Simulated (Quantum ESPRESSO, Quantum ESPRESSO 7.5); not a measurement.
**1T-PtS2 on 2H-MoTe2, AA stacking: a series in the field along the normal**

What law, if any, do the results for 1T-PtS2 on 2H-MoTe2, AA stacking follow against the field along the normal?

Main program and level: Quantum ESPRESSO 7.5; plane-wave DFT, PBE, GBRV ultrasoft pseudopotentials (geometry by pw.x at PBE-D3(BJ), GBRV ultrasoft).

**1. The structure**

The cell holds 6 atoms: 2 Te, 1 Mo, 2 S and 1 Pt. Cell: a = 3.560 Å, b = 3.560 Å, c = 25.988 Å, α = 90.0°, β = 90.0°, γ = 120.0°. Vacuum lies along c.

Set-up: Cell and atoms are relaxed without a field with a D3(BJ) correction and then held. Sawtooth field with dipole correction, 17 Å of vacuum in the starting cell, Fermi-Dirac smearing of 0.002 Ry; bands along a path at each field.

Members -0.05, 0.1, -0.1, 0.2, -0.2, 0.3 and -0.3 took the same steps and show in the table alone.

**2. Relaxing cell and ions of the reference**

What the set-up leaves free in this member is relaxed.

Input file ref.relax.in:

```
&control
  prefix = 'ref.relax'
  outdir = './out'
  pseudo_dir = './pseudo'
  nstep = 80
  forc_conv_thr = 0.0004
  calculation = 'vc-relax'
  etot_conv_thr = 1e-06
/
&system
  ibrav = 0
  nat = 6
  ntyp = 4
  ecutwfc = 50
  ecutrho = 250
  vdw_corr = 'grimme-d3'
  dftd3_version = 4
  occupations = 'smearing'
  smearing = 'fd'
  degauss = 0.004
/
&electrons
  conv_thr = 1e-09
  mixing_beta = 0.4
  electron_maxstep = 120
  mixing_mode = 'plain'
/
&ions
/
&cell
  cell_dofree = '2Dxy'
  press_conv_thr = 0.3
/
ATOMIC_SPECIES
  Te  127.6000  te_pbe_v1.uspp.F.UPF
  Mo  95.9500  mo_pbe_v1.uspp.F.UPF
  S   32.0600  s_pbe_v1.4.uspp.F.UPF
  Pt  195.0840  pt_pbe_v1.4.uspp.F.UPF
CELL_PARAMETERS angstrom
  3.56000000000000 0.00000000000000 0.00000000000000
  -1.78000000000000 3.08305043747260 0.00000000000000
  0.00000000000000 0.00000000000000 25.98818902402872
ATOMIC_POSITIONS crystal
  Te  0.333333333300 0.666666666700 0.327071655210
  Mo  0.000000000000 0.000000000000 0.399683537230
  Te  0.333333333300 0.666666666700 0.472295419250
  S   0.666666666700 0.333333333300 0.595428277682
  Pt  0.000000000000 0.000000000000 0.634178311236
  S   0.333333333300 0.666666666700 0.672928344790
K_POINTS automatic
  12 12 1 0 0 0
```

Launch:

```console
> OMP_NUM_THREADS=1 mpirun -n 4 pw.x -nk 4 -in ref.relax.in > ref.relax.out
```

The program printed:

```text
Program PWSCF v.7.5 starts
[citation notice left out]

     Parallel version (MPI & OpenMP), running on       4 processor cores
     Number of MPI processes:                 4
     Threads/MPI process:                     1

     MPI processes distributed on     1 nodes
[...]
Current dimensions of program PWSCF are:
     Max number of different atomic species (ntypx) = 10
     Max number of k-points (npk) =  40000
     Max angular momentum in pseudopotentials (lmaxx) =  4
     Message from routine setup:
     using ibrav=0 with symmetry is DISCOURAGED, use correct ibrav instead

     K-points division:     npool     =       4
     Subspace diagonalization in iterative solution of the eigenvalue problem:
     a serial algorithm will be used

     G-vector sticks info
     --------------------
     sticks:   dense  smooth     PW     G-vecs:    dense   smooth      PW
     Sum         769     625    187               128263    91793   14815

     Using Slab Decomposition

     bravais-lattice index     =            0
     lattice parameter (alat)  =       6.7274  a.u.
     unit-cell volume          =    1924.8782 (a.u.)^3
     number of atoms/cell      =            6
     number of atomic types    =            4
     number of electrons       =        54.00
     number of Kohn-Sham states=           32
     kinetic-energy cutoff     =      50.0000  Ry
     charge density cutoff     =     250.0000  Ry
     scf convergence threshold =      1.0E-09
     mixing beta               =       0.4000
     number of iterations used =            8  plain     mixing
     energy convergence thresh.=      1.0E-06
     force convergence thresh. =      4.0E-04
     press convergence thresh. =      3.0E-01
     Exchange-correlation=  SLA  PW   PBX  PBC
                           (   1   4   3   4   0   0   0)
     nstep                     =           80

     celldm(1)=   6.727425  celldm(2)=   0.000000  celldm(3)=   0.000000
     celldm(4)=   0.000000  celldm(5)=   0.000000  celldm(6)=   0.000000

     crystal axes: (cart. coord. in units of alat)
               a(1) = (   1.000000   0.000000   0.000000 )
               a(2) = (  -0.500000   0.866025   0.000000 )
               a(3) = (   0.000000   0.000000   7.300053 )

     reciprocal axes: (cart. coord. in units 2 pi/alat)
               b(1) = (  1.000000  0.577350 -0.000000 )
               b(2) = (  0.000000  1.154701  0.000000 )
               b(3) = (  0.000000 -0.000000  0.136985 )

     PseudoPot. # 1 for Te read from file:
     ./pseudo/te_pbe_v1.uspp.F.UPF
     Pseudo is Ultrasoft + core correction, Zval =  6.0
     Generated by new atomic code, or converted to UPF format
     Using radial grid of  891 points,  5 beta functions with:
                l(1) =   0
                l(2) =   0
                l(3) =   1
                l(4) =   1
                l(5) =   2
     Q(r) pseudized with  6 coefficients,  rinner =    1.800   1.800   1.800
                                                       1.800   1.800

     PseudoPot. # 2 for Mo read from file:
     ./pseudo/mo_pbe_v1.uspp.F.UPF
     Pseudo is Ultrasoft + core correction, Zval = 14.0
     Generated by new atomic code, or converted to UPF format
     Using radial grid of  889 points,  6 beta functions with:
                l(1) =   0
                l(2) =   0
                l(3) =   1
                l(4) =   1
                l(5) =   2
                l(6) =   2
     Q(r) pseudized with  6 coefficients,  rinner =    1.000   1.000   1.000
                                                       1.000   1.000

     PseudoPot. # 3 for S  read from file:
     ./pseudo/s_pbe_v1.4.uspp.F.UPF
     Pseudo is Ultrasoft + core correction, Zval =  6.0
     Generated by new atomic code, or converted to UPF format
     Using radial grid of  907 points,  6 beta functions with:
                l(1) =   0
                l(2) =   0
                l(3) =   1
                l(4) =   1
                l(5) =   2
                l(6) =   2
     Q(r) pseudized with  8 coefficients,  rinner =    1.300   1.300   1.300
                                                       1.300   1.300

     PseudoPot. # 4 for Pt read from file:
     ./pseudo/pt_pbe_v1.4.uspp.F.UPF
     Pseudo is Ultrasoft + core correction, Zval = 16.0
     Generated by new atomic code, or converted to UPF format
     Using radial grid of  985 points,  6 beta functions with:
                l(1) =   0
                l(2) =   0
                l(3) =   1
                l(4) =   1
                l(5) =   2
                l(6) =   2
     Q(r) pseudized with  8 coefficients,  rinner =    1.300   1.300   1.300
                                                       1.300   1.300

     atomic species   valence    mass     pseudopotential
     Te                6.00   127.60000     Te( 1.00)
     Mo               14.00    95.95000     Mo( 1.00)
     S                 6.00    32.06000     S ( 1.00)
     Pt               16.00   195.08400     Pt( 1.00)

      6 Sym. Ops. (no inversion) found

   Cartesian axes

     site n.     atom                  positions (alat units)
         1        Te     tau(   1) = (  -0.0000000   0.5773503   2.3876404  )
         2        Mo     tau(   2) = (   0.0000000   0.0000000   2.9177110  )
         3        Te     tau(   3) = (  -0.0000000   0.5773503   3.4477816  )
         4        S      tau(   4) = (   0.5000000   0.2886751   4.3466580  )
         5        Pt     tau(   5) = (   0.0000000   0.0000000   4.6295353  )
         6        S      tau(   6) = (  -0.0000000   0.5773503   4.9124126  )

     --------------------------------------------
     DFT-D3 Dispersion Correction (3-body terms):
     --------------------------------------------
       Reference C6 values for interpolation:

         atom   Coordination number   C6
         S          0.000           268.01
         S          0.995           261.99
         S          1.990           251.62
         Mo         0.000          1691.79
         Mo         1.942          1004.01
         Mo        11.056           674.22
         Te         0.000           851.07
         Te         0.981           850.20
         Te         1.964           837.16
         Pt         0.000           782.29
         Pt         1.919           692.72
         Pt         6.667           673.75

       Values used:

         atom   Coordination number  R0_AB[au]  C6      C8
         Te         4.350            3.676    837.16  84978.05
         Mo         7.242            3.547    674.22  77634.20
[...]
total cpu time spent up to now is      148.4 secs

     per-process dynamical memory:   149.2 Mb

     Self-consistent Calculation

     iteration #  1     ecut=    50.00 Ry     beta= 0.40
     Davidson diagonalization with overlap
     ethr =  1.00E-06,  avg # of iterations =  9.5

     negative rho (up, down):  1.824E-01 0.000E+00

     total cpu time spent up to now is      156.0 secs

     total energy              =    -451.51816291 Ry
     estimated scf accuracy    <       0.00128716 Ry

[...]
iteration # 12     ecut=    50.00 Ry     beta= 0.40
[...]
negative rho (up, down):  1.825E-01 0.000E+00

[...]
End of self-consistent calculation

[...]
the Fermi energy is     2.2234 ev

!    total energy              =    -451.51841563 Ry
     estimated scf accuracy    <          1.8E-10 Ry
     smearing contrib. (-TS)   =      -0.00002675 Ry
     internal energy E=F+TS    =    -451.51838888 Ry

     The total energy is F=E-TS. E is the sum of the following terms:
     one-electron contribution =   -2636.80911240 Ry
     hartree contribution      =    1326.81232708 Ry
     xc contribution           =    -122.02937703 Ry
     ewald contribution        =     980.67264115 Ry
     DFT-D3 Dispersion         =      -0.16486768 Ry

     convergence has been achieved in  12 iterations

     negative rho (up, down):  1.825E-01 0.000E+00

     Forces acting on atoms (cartesian axes, Ry/au):

     atom    1 type  1   force =     0.00000000   -0.00000000    0.02193012
     atom    2 type  2   force =    -0.00000000    0.00000000    0.00127419
     atom    3 type  1   force =     0.00000000   -0.00000000   -0.02000460
     atom    4 type  3   force =    -0.00000000    0.00000000   -0.03655347
     atom    5 type  4   force =     0.00000000    0.00000000   -0.00109932
     atom    6 type  3   force =    -0.00000000    0.00000000    0.03445308

     Total force =     0.058371     Total SCF correction =     0.000074

     Computing stress (Cartesian axis) and pressure

     negative rho (up, down):  1.825E-01 0.000E+00
          total   stress  (Ry/bohr**3)                   (kbar)     P=       -4.39
  -0.00003650   0.00000000   0.00000000           -5.37        0.00        0.00
   0.00000000  -0.00003650   0.00000000            0.00       -5.37        0.00
   0.00000000   0.00000000  -0.00001647            0.00        0.00       -2.42

     Energy error            =      1.9E-02 Ry
     Gradient error          =      3.7E-02 Ry/Bohr
     Cell gradient error     =      5.4E+00 kbar

     number of scf cycles    =   3
     number of bfgs steps    =   2

     enthalpy           old  =    -451.4998292368 Ry
     enthalpy           new  =    -451.5184156293 Ry

     CASE: enthalpy          _new < enthalpy          _old

     new trust radius        =       0.1232818345 bohr
     new conv_thr            =       0.0000000009 Ry

     new unit-cell volume =   1953.59033 a.u.^3 (   289.49222 Ang^3 )
     density =      3.50102 g/cm^3

CELL_PARAMETERS (angstrom)
   3.586452831   0.000000000   0.000000000
  -1.793226416   3.105959261   0.000000000
   0.000000000   0.000000000  25.988189024

ATOMIC_POSITIONS (crystal)
Te               0.3333333333        0.6666666667        0.3303161168
Mo               0.0000000000        0.0000000000        0.3998486621
Te               0.3333333333        0.6666666667        0.4692348091
S                0.6666666667        0.3333333333        0.5876534862
Pt               0.0000000000        0.0000000000        0.6338621801
S                0.3333333333        0.6666666667        0.6806702911

[...]
NEW-OLD atomic charge density approx. for the potential
     New effective cutoffs (rho, wfc):  249.46   49.97

     negative rho (up, down):  1.825E-01 0.000E+00

     total cpu time spent up to now is      192.6 secs

     per-process dynamical memory:   149.2 Mb

[...]
!    total energy              =    -451.52480140 Ry
[...]
Total force =     0.009363     Total SCF correction =     0.000079
[...]
number of bfgs steps    =   3
[...]
new trust radius        =       0.0248960079 bohr
[...]
!    total energy              =    -451.52555144 Ry
[...]
Total force =     0.002542     Total SCF correction =     0.000007
[...]
number of bfgs steps    =   4
[...]
new trust radius        =       0.0273856087 bohr
[...]
!    total energy              =    -451.52620064 Ry
[...]
Total force =     0.006789     Total SCF correction =     0.000031
[...]
!    total energy              =    -451.52733815 Ry
[...]
Total force =     0.004539     Total SCF correction =     0.000039
[...]
number of bfgs steps    =  19
[...]
new trust radius        =       0.0485931892 bohr
[...]
Self-consistent Calculation

     iteration #  1     ecut=    50.00 Ry     beta= 0.40
     Davidson diagonalization with overlap
     ethr =  1.00E-06,  avg # of iterations =  9.4

     negative rho (up, down):  1.815E-01 0.000E+00

     total cpu time spent up to now is      943.9 secs

     total energy              =    -451.52635492 Ry
     estimated scf accuracy    <       0.00250226 Ry

[...]
iteration # 13     ecut=    50.00 Ry     beta= 0.40
[...]
negative rho (up, down):  1.815E-01 0.000E+00

[...]
End of self-consistent calculation

          k = 0.0000 0.0000 0.0000 ( 11457 PWs)   bands (ev):

   -58.7194 -51.8803 -51.8803 -51.8073 -32.8703 -32.7544 -32.7544 -13.1690
   -11.0531 -10.5640  -9.6682  -4.6186  -4.6186  -4.5044  -2.9371  -1.9482
    -1.9482  -0.4615   0.1064   0.3428   0.3428   0.6351   0.6351   0.9848
     1.1218   1.1218   2.0126   4.0784   4.0784   5.0488   5.0488   5.3036

          k = 0.0000 0.0966 0.0000 ( 11533 PWs)   bands (ev):

   -58.7188 -51.8817 -51.8807 -51.8071 -32.8687 -32.7625 -32.7563 -13.0813
   -11.0527 -10.4837  -9.6059  -4.6323  -4.5647  -4.4102  -2.8296  -2.0848
    -2.0218  -0.5084  -0.1698   0.1245   0.4192   0.6237   0.6797   0.8569
     0.9933   1.3090   2.0319   3.6774   3.9586   4.6699   4.8155   5.1052

          k = 0.0000 0.1932 0.0000 ( 11559 PWs)   bands (ev):

   -58.7173 -51.8857 -51.8817 -51.8066 -32.8641 -32.7843 -32.7615 -12.8294
   -11.0696 -10.2325  -9.4228  -4.6228  -4.4211  -4.1630  -2.5927  -2.4912
    -2.1691  -0.8690  -0.4703  -0.4440   0.5412   0.6063   0.6759   0.7394
     0.8162   1.3119   1.7928   3.0583   3.7324   4.0199   4.3007   4.6510

          k = 0.0000 0.2898 0.0000 ( 11551 PWs)   bands (ev):

   -58.7151 -51.8911 -51.8831 -51.8059 -32.8578 -32.8141 -32.7685 -12.4497
   -11.1115  -9.8251  -9.1378  -4.5711  -4.2461  -3.8553  -3.2040  -2.2394
    -2.1934  -1.2535  -1.1228  -0.9419   0.2927   0.2931   0.5275   0.5448
     0.9668   1.0904   1.3859   2.7645   3.6127   3.6597   4.1714   4.4264

          k = 0.0000 0.3864 0.0000 ( 11509 PWs)   bands (ev):

   -58.7129 -51.8965 -51.8844 -51.8052 -32.8515 -32.8436 -32.7755 -12.0188
   -11.1547  -9.3293  -8.8002  -4.7449  -4.1217  -3.8699  -3.1853  -2.4124
    -2.0994  -1.6738  -1.5886  -1.1678  -0.3441  -0.0403   0.1013   0.1620
     0.8374   1.1594   1.3053   2.9843   3.5906   3.6690   3.8565   4.7798

          k = 0.0000 0.4831 0.0000 ( 11461 PWs)   bands (ev):

   -58.7113 -51.9004 -51.8854 -51.8047 -32.8651 -32.8469 -32.7806 -11.6765
   -11.1585  -8.8803  -8.5055  -5.2507  -4.0768  -3.6560  -3.1544  -2.8415
    -2.2274  -1.7157  -1.5478  -1.0547  -0.9518  -0.5318  -0.2361  -0.2103
     0.6317   1.1906   1.5649   3.3480   3.4745   3.8249   3.8425   5.0644

[...]
-2.2257  -1.9771  -1.4915  -1.0975  -0.7439  -0.4327  -0.2070   0.1891
[key lines of the parts left out:]
total energy              =    -451.52737923 Ry
the Fermi energy is     2.3848 ev
convergence has been achieved in  13 iterations
```

It took 21 min on 4 MPI ranks of Arm Neoverse V2, shared host; peak memory 1.1 GiB.

The steps of the relaxation (22 of 25):

| step | energy less that of the first step (eV) | largest force (eV/Å) | volume (Å³) |
| --- | --- | --- | --- |
| 1 | 0.0000 | 3.2019 | 285.24 |
| 2 | -0.4062 | 2.0189 | 288.05 |
| 3 | -0.6591 | 0.9398 | 289.66 |
| 4 | -0.7460 | 0.1634 | 289.49 |
| 6 | -0.7650 | 0.1346 | 286.51 |
| 7 | -0.7725 | 0.2125 | 283.84 |
| 8 | -0.7751 | 0.1824 | 282.46 |
| 9 | -0.7769 | 0.0995 | 281.63 |
| 10 | -0.7776 | 0.0442 | 281.47 |
| 11 | -0.7778 | 0.0219 | 281.59 |
| 12 | -0.7778 | 0.0237 | 281.66 |
| 14 | -0.7779 | 0.0376 | 281.78 |
| 15 | -0.7781 | 0.0468 | 281.86 |
| 16 | -0.7783 | 0.0568 | 281.95 |
| 17 | -0.7787 | 0.0671 | 282.08 |
| 18 | -0.7791 | 0.0769 | 282.23 |
| 19 | -0.7798 | 0.0843 | 282.44 |
| 20 | -0.7805 | 0.0853 | 282.70 |
| 22 | -0.7813 | 0.0468 | 282.95 |
| 23 | -0.7815 | 0.0037 | 282.76 |
| 24 | -0.7815 | 0.0006 | 282.68 |
| 25 | -0.7812 | 0.0008 | 282.68 |

| cell as run | before | after | change |
| --- | --- | --- | --- |
| a (Å) | 3.560 | 3.544 | -0.4 % |
| b (Å) | 3.560 | 3.544 | -0.4 % |

The atoms that moved most (Å, along periodic axes as changes of fractional coordinates times the final cell, across vacuum about the mean position):

| atom | dx | dy | dz | length |
| --- | --- | --- | --- | --- |
| S4 | 0.000 | 0.000 | -0.318 | 0.318 |
| Te1 | 0.000 | 0.000 | 0.170 | 0.170 |
| S6 | 0.000 | 0.000 | 0.142 | 0.142 |
| Pt5 | 0.000 | 0.000 | -0.099 | 0.099 |
| Mo2 | 0.000 | 0.000 | 0.094 | 0.094 |
| Te3 | 0.000 | 0.000 | 0.010 | 0.010 |

 The last row is no step: it is a fresh SCF in the final cell with a new plane-wave basis, +0 meV from the row before.

This step gave:

```
free energy             : -6143.3431 eV
energy at zero smearing : -6143.3430 eV
Fermi energy            : 2.402 eV
```

(Continued in part 2 of 4.)

[Logs are printed without paths, hosts, clocks, repeated set-up lines and the standing remarks that a program may print on its own settings, such as how far it seeks lower states.]

[Hosts, paths, dates, database ids (printed as entryN), source tags and the programs' standing remarks are cut or masked in the printed files.]

[Maps of the electrostatic potential energy from Ansatz leave out the sawtooth potential of an applied field or a dipole correction, so their vacuum need not be flat; planar profiles and work functions include it.]
